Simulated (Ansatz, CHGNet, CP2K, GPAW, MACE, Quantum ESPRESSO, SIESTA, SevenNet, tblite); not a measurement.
# H16C6Br2N2O (Pca2_1) (108 atoms) in Quantum ESPRESSO

Aim: run H16C6Br2N2O (Pca2_1) (108 atoms) in Quantum ESPRESSO and see how near its forces come to a plane-wave reference, and at what cost.

Calculated with Quantum ESPRESSO 7.5; the method is named at each step.

## Step 1: Starting point

The cell holds 108 atoms: 64 H, 24 C, 8 Br, 8 N and 4 O. Cell: a = 12.383 Å, b = 8.319 Å, c = 9.881 Å, α = 90.0°, β = 90.0°, γ = 90.0°. It derives from H16C6Br2N2O (Pca2_1), repeated 1×1×1. H16C6Br2N2O, space group Pca2_1, structure from the Crystallography Open Database, 1 x 1 x 1 conventional cells; every coordinate displaced by a Gaussian of 0.02 Å; bonds to H set to neutron lengths (C-H 1.089, N-H 1.015, O-H 0.983, B-H 1.19 Å) where the listed ones are shorter. Then every atom was moved at random, 0.03 Å r.m.s. a Cartesian component (hydrogen 0.6 of that).

The yardstick, on the same geometry:

- method: Kohn-Sham DFT, PBE, PAW, plane waves (Ansatz 0.2.0); cutoff 420 eV, Γ point, fermi-dirac smearing of 0.05 eV; PAW set soft_2
- r.m.s. force component: 1.288 eV/Å
- longest force: 6.811 eV/Å
- pressure: 3.153 GPa
- gap (highest filled to lowest empty level): 4.743 eV
- SCF cycles: 9
- time: 9.1 s on 8 threads of Arm Neoverse V1, shared host
- CPU time: 43 s

## Step 2: PBE, sssp-1.3.0-efficiency, 60/480 Ry

Method: Kohn-Sham DFT, PBE, SSSP efficiency 1.3.0 pseudopotentials, plane waves.

Contents of pw.in:

```
&control
  calculation = 'scf'
  pseudo_dir = './pseudo'
  outdir = './tmp'
  disk_io = 'none'
  tprnfor = .true.
  tstress = .true.
/
&system
  ibrav = 0
  nat = 108
  ntyp = 5
  ecutwfc = 60
  ecutrho = 480
  nosym = .true.
  occupations = 'smearing'
  smearing = 'fd'
  degauss = 0.003675
/
&electrons
  conv_thr = 5.4e-07
  electron_maxstep = 100
  mixing_beta = 0.4
  mixing_mode = 'plain'
  diagonalization = 'david'
/
ATOMIC_SPECIES
H 1.008 H.upf
C 12.011 C.upf
Br 79.904 Br.upf
N 14.007 N.upf
O 15.999 O.upf
CELL_PARAMETERS angstrom
12.38280 0.00000 0.00000
0.00000 8.31850 0.00000
0.00000 0.00000 9.88060
ATOMIC_POSITIONS crystal
H 0.22144 0.73899 0.18703
H 0.78389 0.26462 0.68975
H 0.72101 0.27013 0.18947
H 0.28038 0.74043 0.69151
H 0.09438 0.68148 0.11614
H 0.90695 0.31090 0.61186
H 0.59719 0.32264 0.11389
H 0.39824 0.68031 0.61695
H 0.14217 0.47754 0.26698
H 0.85918 0.52314 0.77226
H 0.64130 0.52078 0.27058
H 0.35785 0.47601 0.77884
H 0.16843 0.61902 0.40021
H 0.83327 0.38376 0.90126
H 0.66903 0.38865 0.40215
H 0.32837 0.61781 0.90409
H 0.95374 0.63572 0.28635
H 0.04033 0.36311 0.79073
H 0.45749 0.35939 0.28947
H 0.54561 0.63747 0.79206
H 0.97787 0.46986 0.36870
H 0.02021 0.53667 0.86699
H 0.47907 0.53366 0.36664
H 0.51747 0.46590 0.86392
H 0.03775 0.64230 0.56548
H 0.96154 0.36132 0.06412
H 0.53817 0.35862 0.56671
H 0.46057 0.63953 0.06537
H 0.90386 0.60243 0.53029
H 0.10069 0.39497 0.03144
H 0.39823 0.39763 0.53178
H 0.59740 0.60214 0.03002
H 0.93524 0.87376 0.38346
H 0.06674 0.12385 0.88759
H 0.43264 0.12539 0.38536
H 0.56682 0.86870 0.88118
H 0.87927 0.86672 0.54852
H 0.12219 0.12861 0.04413
H 0.37988 0.13332 0.54291
H 0.62296 0.86842 0.04612
H 0.01853 0.06751 0.52324
H 0.98208 0.93207 0.01831
H 0.52103 0.92634 0.51443
H 0.48434 0.06371 0.01980
H 0.04711 0.93392 0.63770
H 0.95088 0.06458 0.13897
H 0.54723 0.06922 0.64138
H 0.45367 0.94194 0.13930
H 0.17651 0.80650 0.49282
H 0.82015 0.19870 0.99140
H 0.67831 0.19816 0.48930
H 0.32066 0.80255 0.98983
H 0.20625 0.00586 0.53136
H 0.79224 0.99969 0.03420
H 0.70883 0.98943 0.53421
H 0.29339 0.00490 0.03476
[... 48 atom lines left out ...]
O 0.08906 0.88476 0.24403
O 0.90446 0.11957 0.74550
O 0.58944 0.13178 0.24378
O 0.40498 0.87620 0.73810
K_POINTS gamma
```

On the command line:

```sh
$ OMP_NUM_THREADS=1 mpirun -np 2 pw.x -in pw.in > output.txt
```

Log:

```text
Program PWSCF
     gamma-point specific algorithms are used
     Parallelization info
     sticks:   dense  smooth     PW     G-vecs:    dense   smooth      PW
     Min        7025    3512    875               609775   215663   26928
     Max        7026    3515    876               609778   215664   26929
     Sum       14051    7027   1751              1219553   431327   53857
     bravais-lattice index     =            0
     lattice parameter (alat)  =      23.4001  a.u.
     unit-cell volume          =    6868.2137 (a.u.)^3
     number of atoms/cell      =          108
     number of atomic types    =            5
     number of electrons       =       280.00
     number of Kohn-Sham states=          168
     kinetic-energy cutoff     =      60.0000  Ry
     charge density cutoff     =     480.0000  Ry
     scf convergence threshold =      5.4E-07
     mixing beta               =       0.4000
     number of iterations used =            8  plain     mixing
     Exchange-correlation= SLA  PW   PBX  PBC
                           (   1   4   3   4   0   0   0)
     crystal axes: (cart. coord. in units of alat)
               a(1) = (   1.000000   0.000000   0.000000 )
               a(2) = (   0.000000   0.671779   0.000000 )
               a(3) = (   0.000000   0.000000   0.797929 )
     reciprocal axes: (cart. coord. in units 2 pi/alat)
               b(1) = (  1.000000  0.000000  0.000000 )
               b(2) = (  0.000000  1.488586  0.000000 )
               b(3) = (  0.000000  0.000000  1.253244 )
     PseudoPot. # 1 for H :
     Pseudo is Ultrasoft, Zval =  1.0
     PseudoPot. # 2 for C :
     Pseudo is Projector augmented-wave + core cor, Zval =  4.0
     PseudoPot. # 3 for Br:
     Pseudo is Ultrasoft + core correction, Zval =  7.0
     PseudoPot. # 4 for N :
     Pseudo is Ultrasoft + core correction, Zval =  5.0
     PseudoPot. # 5 for O :
     Pseudo is Projector augmented-wave + core cor, Zval =  6.0
     atomic species   valence    mass     pseudopotential
     H                 1.00     1.00800     H ( 1.00)
     C                 4.00    12.01100     C ( 1.00)
     Br                7.00    79.90400     Br( 1.00)
     N                 5.00    14.00700     N ( 1.00)
     O                 6.00    15.99900     O ( 1.00)
     No symmetry found
   Cartesian axes
     number of k points=     1  Fermi-Dirac smearing, width (Ry)=  0.0037
                       cart. coord. in units 2pi/alat
        k(    1) = (   0.0000000   0.0000000   0.0000000), wk =   2.0000000
     Dense  grid:   609777 G-vectors     FFT dimensions: ( 180, 120, 135)
     Smooth grid:   215664 G-vectors     FFT dimensions: ( 120,  80,  96)
     Check: negative core charge=   -0.000001
     Initial potential from superposition of free atoms
     starting charge     279.9982, renormalised to     280.0000
     Starting wfcs are  240 randomized atomic wfcs
     Self-consistent Calculation
     iteration #  1     ecut=    60.00 Ry     beta= 0.40
     total energy              =   -1221.21600156 Ry
     estimated scf accuracy    <       7.16546027 Ry
     iteration #  2     ecut=    60.00 Ry     beta= 0.40
     total energy              =   -1221.39970362 Ry
     estimated scf accuracy    <       1.19884582 Ry
     iteration #  3     ecut=    60.00 Ry     beta= 0.40
     total energy              =   -1221.50164829 Ry
     estimated scf accuracy    <       0.16404010 Ry
     iteration #  4     ecut=    60.00 Ry     beta= 0.40
     total energy              =   -1221.51397900 Ry
     estimated scf accuracy    <       0.01257393 Ry
     iteration #  5     ecut=    60.00 Ry     beta= 0.40
     total energy              =   -1221.51523609 Ry
     estimated scf accuracy    <       0.00120803 Ry
     iteration #  6     ecut=    60.00 Ry     beta= 0.40
     total energy              =   -1221.51546687 Ry
     estimated scf accuracy    <       0.00017642 Ry
     iteration #  7     ecut=    60.00 Ry     beta= 0.40
     total energy              =   -1221.51550397 Ry
     estimated scf accuracy    <       0.00002398 Ry
     iteration #  8     ecut=    60.00 Ry     beta= 0.40
     total energy              =   -1221.51550841 Ry
     estimated scf accuracy    <       0.00000186 Ry
     iteration #  9     ecut=    60.00 Ry     beta= 0.40
     total energy              =   -1221.51550897 Ry
     estimated scf accuracy    <       0.00000062 Ry
     iteration # 10     ecut=    60.00 Ry     beta= 0.40
     End of self-consistent calculation
          k = 0.0000 0.0000 0.0000 ( 26929 PWs)   bands (ev):
   -20.2651 -20.2608 -20.0439 -19.6886 -18.9494 -18.9131 -18.8454 -18.3984
   -18.3813 -18.2728 -18.2210 -17.9872 -13.5220 -13.4057 -13.3774 -13.2818
   -13.0711 -13.0134 -12.9259 -12.8872 -11.9309 -11.8511 -11.8062 -11.6750
   -11.6211 -11.5681 -11.4393 -11.3895 -10.9753 -10.9027 -10.8513 -10.7546
   -10.6678 -10.5094 -10.4236 -10.3273  -9.4596  -9.3844  -9.3013  -9.2822
    -8.8829  -8.8384  -8.7796  -8.6298  -8.1163  -8.0849  -7.8873  -7.8524
    -7.8120  -7.6040  -7.5599  -7.4043  -7.3747  -7.2971  -7.1189  -6.9481
    -6.9219  -6.8911  -6.8628  -6.5774  -6.3769  -6.2719  -6.2147  -6.1957
    -5.7654  -5.7062  -5.5780  -5.4339  -5.2917  -5.2127  -5.1292  -5.0252
    -4.9982  -4.8720  -4.8423  -4.7712  -4.7373  -4.5582  -4.4637  -4.3987
    -4.0874  -4.0659  -3.9874  -3.9522  -3.8864  -3.8333  -3.7846  -3.7504
    -3.6743  -3.5615  -3.5208  -3.4400  -3.3384  -3.2274  -3.1945  -3.1075
[...]
0.7849   0.8564   0.9170   0.9487   0.9930   1.0190   1.0236   1.0622
     1.1004   1.1371   1.1525   1.2311   5.9746   6.4302   6.4980   6.5957
     6.7316   6.8143   6.8462   6.9043   6.9721   7.0182   7.1433   7.2330
     7.2949   7.3198   7.3502   7.4220   7.4618   7.5838   7.7015   7.8025
     7.8269   7.8926   7.9702   8.0247   8.0750   8.0835   8.1695   8.2177
     the Fermi energy is     3.1897 ev
!    total energy              =   -1221.51550917 Ry
     estimated scf accuracy    <       0.00000006 Ry
     smearing contrib. (-TS)   =       0.00000000 Ry
     internal energy E=F+TS    =   -1221.51550917 Ry
     The total energy is F=E-TS. E is the sum of the following terms:
     one-electron contribution =    -632.86494759 Ry
     hartree contribution      =     415.92707579 Ry
     xc contribution           =    -440.50726676 Ry
     ewald contribution        =    -378.11050660 Ry
     one-center paw contrib.   =    -185.95986401 Ry
     convergence has been achieved in  10 iterations
     Forces acting on atoms (cartesian axes, Ry/au):
     atom    1 type  1   force =    -0.00824366   -0.00429075   -0.00221603
     atom    2 type  1   force =    -0.01499330    0.01995977   -0.01513761
     atom    3 type  1   force =     0.05196146   -0.01069566   -0.00526018
     atom    4 type  1   force =    -0.07802888   -0.01524820   -0.01319473
     atom    5 type  1   force =    -0.03127996    0.01009300   -0.05602360
     atom    6 type  1   force =     0.05623667    0.00663531   -0.08706652
     atom    7 type  1   force =     0.01045660   -0.03235883    0.01754173
     atom    8 type  1   force =     0.05046534   -0.01739674   -0.08758260
     atom    9 type  1   force =     0.00042324    0.00293196    0.00883000
     atom   10 type  1   force =     0.00671701    0.01217232   -0.00332160
     atom   11 type  1   force =     0.00114054    0.03826995   -0.01199841
     atom   12 type  1   force =    -0.02699608   -0.07382514   -0.02760069
[...]
atom  104 type  4   force =    -0.00056686    0.00548453    0.19133837
     atom  105 type  5   force =    -0.03158232   -0.09454882   -0.07260365
     atom  106 type  5   force =     0.13484053    0.05664255   -0.09883503
     atom  107 type  5   force =     0.00774121   -0.09604107    0.02016790
     atom  108 type  5   force =     0.07236796   -0.00495231   -0.00034283
     Total force =     0.901806     Total SCF correction =     0.000528
     Computing stress (Cartesian axis) and pressure
          total   stress  (Ry/bohr**3)                   (kbar)     P=       30.86
   0.00019287   0.00005436  -0.00000939           28.37        8.00       -1.38
   0.00005436   0.00021506  -0.00000458            8.00       31.64       -0.67
  -0.00000939  -0.00000458   0.00022143           -1.38       -0.67       32.57
     Message from routine punch:
     Nothing written, as per user request (disk_io='none')
```

The job ended after 2.1 min (2 MPI ranks of Arm Neoverse V1, shared host; peak memory 2.6 GiB; 4.3 min of CPU time).

Banners, paths, timers and routine set-up lines are dropped from the logs unmarked, and long logs keep their key lines alone; longer cuts are marked.

Numbers from this run, and their distance from the reference:

```yaml
r_m_s_force_component: 1.288 eV/Å
r_m_s_difference_of_force_components: 11.29 meV/Å
longest_difference_of_force_vectors: 62.35 meV/Å
force_difference_over_r_m_s_force: 0.8763 %
slope_of_forces_against_the_reference_s: 0.9999
correlation_of_force_components: 1
spacing_of_highest_filled_and_lowest_empty_level: 4.744 eV
gap_difference: 0.0007 eV
pressure: 3.086 GPa
pressure_difference: -0.0674 GPa
```

Length of the force difference by element (eV/Å):

| element | atoms | mean | most |
| --- | --- | --- | --- |
| Br | 8 | 0.0011 | 0.0019 |
| C | 24 | 0.027 | 0.062 |
| H | 64 | 0.011 | 0.019 |
| N | 8 | 0.016 | 0.02 |
| O | 4 | 0.047 | 0.056 |

Levels nearest the highest filled one (eV from it): -0.45, -0.37, -0.31, -0.28, -0.24, -0.21, -0.21, -0.17, -0.13, -0.09, -0.08, 0.00, 4.74, 5.20, 5.27, 5.36, 5.50, 5.58, 5.62, 5.67, 5.74, 5.79, 5.91, 6.00.

Local excerpt of 9 atoms (numbers count through the whole input) about N100, which bears the longest force; x, y, z are measured from there.

| atom | x | y | z | distance (Å) | bonds | Fx | Fy | Fz (eV/Å) |
| --- | --- | --- | --- | --- | --- | --- | --- | --- |
| N100 | 0.00 | 0.00 | 0.00 | 0.00 | 4 | -2.71 | 6.19 | -0.82 |
| H24 | 0.24 | -0.92 | 0.00 | 0.95 | 1 | 1.37 | -4.41 | 0.23 |
| H20 | 0.59 | 0.51 | -0.71 | 1.06 | 1 | 0.23 | -0.60 | -0.50 |
| C76 | 0.34 | 0.69 | 1.27 | 1.48 | 4 | -1.09 | -0.01 | 1.42 |
| C72 | -1.50 | 0.11 | -0.47 | 1.57 | 4 | 1.71 | 2.35 | 0.35 |
| H32 | 1.23 | 0.22 | 1.64 | 2.06 | 1 | 0.70 | -0.33 | 0.31 |
| H12 | -1.74 | -0.83 | -0.85 | 2.11 | 1 | -0.69 | -1.90 | -0.71 |
| H28 | -0.47 | 0.53 | 1.99 | 2.11 | 1 | -0.14 | -0.68 | 0.25 |
| H16 | -2.10 | 0.35 | 0.39 | 2.17 | 1 | -0.12 | -0.36 | 0.31 |

Forces lie 0.88 % from the reference's, at 6.0 times its CPU time (on 2 against 8 cores).

## Step 3: PBE+D3(BJ), sssp-1.3.0-efficiency, 60/480 Ry

Method: Kohn-Sham DFT, PBE+D3(BJ), SSSP efficiency 1.3.0 pseudopotentials, plane waves.

Edit pw.in of step 2 so:

```diff
@@ -18,2 +18,5 @@
   degauss = 0.003675
+  vdw_corr = 'dft-d3'
+  dftd3_version = 4
+  dftd3_threebody = .false.
 /
```

Log:

```text
[banner, memory and clock lines left out]
Program PWSCF
     gamma-point specific algorithms are used
[... lines left out ...]
     total energy              =   -1221.97116714 Ry
[... lines left out ...]
     total energy              =   -1222.07311181 Ry
[... lines left out ...]
     total energy              =   -1222.08697194 Ry
[... lines left out ...]
     total energy              =   -1222.08697250 Ry
[... lines left out ...]
     the Fermi energy is     3.1897 ev
!    total energy              =   -1222.08697269 Ry
[... lines left out ...]
     The total energy is F=E-TS. E is the sum of the following terms:
[... lines left out ...]
     convergence has been achieved in  10 iterations
     Forces acting on atoms (cartesian axes, Ry/au):
     atom    1 type  1   force =    -0.00813853   -0.00419371   -0.00229270
     atom    2 type  1   force =    -0.01508267    0.01984999   -0.01519888
     atom    3 type  1   force =     0.05204000   -0.01080121   -0.00533431
[...]
atom  107 type  5   force =     0.00736416   -0.09610291    0.02021405
     atom  108 type  5   force =     0.07274262   -0.00490658   -0.00027771
     Total force =     0.901805     Total SCF correction =     0.000528
     Computing stress (Cartesian axis) and pressure
          total   stress  (Ry/bohr**3)                   (kbar)     P=       17.96
   0.00010651   0.00005433  -0.00000940           15.67        7.99       -1.38
   0.00005433   0.00012738  -0.00000457            7.99       18.74       -0.67
  -0.00000940  -0.00000457   0.00013246           -1.38       -0.67       19.49
     Message from routine punch:
     Nothing written, as per user request (disk_io='none')
```

The job ended after 2.2 min (2 MPI ranks; peak memory 2.6 GiB).

Numbers from this run, and their distance from the reference:

```
r.m.s. force component                           : 1.288 eV/Å
r.m.s. difference of force components            : 12.12 meV/Å
longest difference of force vectors              : 62.31 meV/Å
force difference over r.m.s. force               : 0.941 %
slope of forces against the reference's          : 0.9999
correlation of force components                  : 1
gap (highest filled to lowest empty level) : 4.744 eV
gap difference                                   : 0.0007 eV
pressure                                         : 1.797 GPa
pressure difference                              : -1.357 GPa
```

Against the first run (0.88 %), the force difference from the reference is 0.94 %, at 1.0 times the CPU time; the model has changed, so this is no error of the program alone.

## Step 4: Side by side

Differences are against the plane-wave reference, forces as r.m.s. over components; share is that over the reference's r.m.s. force, slope the least-squares factor from reference forces to these. Total energies of different programs have different zeros and aren't compared.

| run | Δ force, r.m.s. (meV/Å) | share (%) | slope | Δ pressure (GPa) | Δ gap (eV) | cores | CPU time | memory (GiB) |
| --- | --- | --- | --- | --- | --- | --- | --- | --- |
| reference | - | - | - | - | - | 8 | 43 s | 1.2 |
| QE PBE, sssp-1.3.0-efficiency, 60/480 Ry | 11.3 | 0.876 | 1.000 | -0.0674 | 7.0e-4 | 2 | 4.3 min | 2.6 |
| QE PBE+D3(BJ), sssp-1.3.0-efficiency, 60/480 Ry | 12.1 | 0.941 | 1.000 | -1.36 | 7.0e-4 | 2 | 4.3 min | 2.6 |

CPU time is summed over cores on a shared host, where runs went side by side, so it is rough. Symmetry, cutoffs, thresholds, outputs and thread counts weren't matched or tuned between programs; memory under MPI is the largest rank's times the ranks.

## Step 5: Outcome

```json
{"nearest in forces": "QE PBE, sssp-1.3.0-efficiency, 60/480 Ry, 0.88 %", "its CPU time": "4.3 min"}
```

In words: PBE on plane waves or a grid with other potentials, cutoffs or grids differs from the reference by 0.88 % (QE PBE, sssp-1.3.0-efficiency, 60/480 Ry) of the r.m.s. force; this holds the reference's own error, so differences of a few per cent don't tell which side is nearer the exact PBE result (QE's 60 Ry are 816 eV, against the reference's 420 eV). Rows with another functional or a dispersion term differ by 0.94 % (QE PBE+D3(BJ), sssp-1.3.0-efficiency, 60/480 Ry), which mixes the change of model with differences of basis and potentials. None of the electronic-structure runs in the table takes under half the reference's CPU time of 43 s; they take 6.0 to 6.0 times as much. PBE gaps agree with the reference's 4.74 eV within 0.001 eV. These are spacings on the run's k-points, which needn't hold the band edges. The reference's PBE has no dispersion term, which matters for the binding between molecules or layers. The published positions, changed by the recipe (random displacements or longer bonds to H), lie far from the minimum at this level of theory. The reference's pressure of 3.2 GPa belongs to a cell and atoms that aren't relaxed at this level. The electronic-structure runs sample only Γ, in a cell whose shortest periodic width is 8 Å.

[Also dropped from logs without a mark: logging warnings of Python, and SIESTA's first energy breakdown and zero terms.]

[Logs are printed without paths, hosts, clocks, repeated set-up lines and the standing remarks that a program may print on its own settings, such as how far it seeks lower states.]

[Hosts, paths, dates, database ids (printed as entryN), source tags and the programs' standing remarks are cut or masked in the printed files.]
